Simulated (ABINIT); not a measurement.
Records of electronic-structure calculations.

**Quasiparticle gap of BaTiO3 (Pm-3m) in ABINIT**

The structure is cubic, space group Pm-3m (No. 221). The conventional cell has a = 4.006 Å, b = 4.006 Å, c = 4.006 Å, α = 90.00°, β = 90.00°, γ = 90.00°. Nearest to Ba lie 12 O at 2.83 Å. Nearest to Ti lie 6 O at 2.00 Å. Nearest to O lie 2 Ti at 2.00 Å and 4 Ba at 2.83 Å. Farther neighbours, and contacts between anions beyond the nearest, are not listed.

```xyz
5
Lattice="4.0060 0.0000 0.0000 0.0000 4.0060 0.0000 0.0000 0.0000 4.0060" Properties=species:S:1:pos:R:3 pbc="T T T"
Ba    2.0030    2.0030    2.0030
Ti    0.0000    0.0000    0.0000
O     2.0030    0.0000    0.0000
O     0.0000    2.0030    0.0000
O     0.0000    0.0000    2.0030
```

| Property | Result |
| --- | --- |
| method | RPA screening on PBE with spin-orbit coupling, plane waves, norm-conserving pseudopotentials (and 2 further levels or steps) |
| program | ABINIT 10.8.3 |
| settings | cutoff 38 Ha, PseudoDojo fully relativistic 0.4 standard, norm-conserving, potential set dojo-fr-pbe-0.4-standard, ngkpt (4, 4, 4), nband 170, ecuteps 4 Ha, shiftk (0, 0, 0), symchi 1, awtr 1, frequency ppm, 4×4×4 k-mesh |
| cost | 5 runs, 13 min in all on 8 MPI ranks of INTEL XEON PLATINUM 8581C at 2.10GHz (Emerald Rapids), shared host |
| notes | The program’s warnings: Neglecting <n,k\|[Vnl,iqr]\|m,k> and nkpt*nsppol () is not a multiple of nproc spkpt (). The cell and positions come from the Crystallography Open Database and are kept as given unless a step says otherwise. Limits: screening head approximate. The 4×4×4 mesh is coarse for this cell, which bears on the long-range parts of exchange and screening. |
| PBE gap | 1.76 eV, indirect |
| G0W0 gap on the mesh | 3.18 eV |
| GW settings | 4×4×4 mesh, 170 bands, screening to 108.8 eV, Godby-Needs plasmon pole |
| known limits | short of the basis limit; screening head approximate; coarse k mesh |

G0W0 moves the gap on the mesh from 1.76 eV to 3.18 eV (+1.41 eV), with Z of 0.76 and 0.78 at the edges. Local fields lower the RPA ε∞ on this mesh from 8.40 to 7.93; a Γ-centred mesh this coarse tends to raise both, most where the direct gap is narrow, while a short band sum lowers them.

[Long decimals in the printed logs are rounded to 6 places.]

[Logs are printed without paths, hosts, clocks, repeated set-up lines and the standing remarks that a program may print on its own settings, such as how far it seeks lower states.]

[Paths, hosts, dates, memory and timing lines, banners, echoed tables and standing remarks are left out of the program output; an Ansatz launch command may be rebuilt from the run's recorded settings. Measured values are a selection of at most five: reports struck by readers or far from the other reports are left out. None is set beside runs whose start may be inverted or whose files or cutoffs have a known fault.]

[Runs of the session that timed out or met a known fault of the program may be left out.]

[Hosts, paths, dates, database ids (printed as entryN), source tags and the programs' standing remarks are cut or masked in the printed files.]

[G0W0 gaps are taken among the corrected bands and points alone; a level outside them can change the order at an edge.]

[Where Ansatz stands beside ABINIT at settings called matched, ABINIT's density can come from a denser mesh and the files from another edition; pairs whose starting gaps differed by over 0.03 eV were left out, so agreement reads better than it is.]
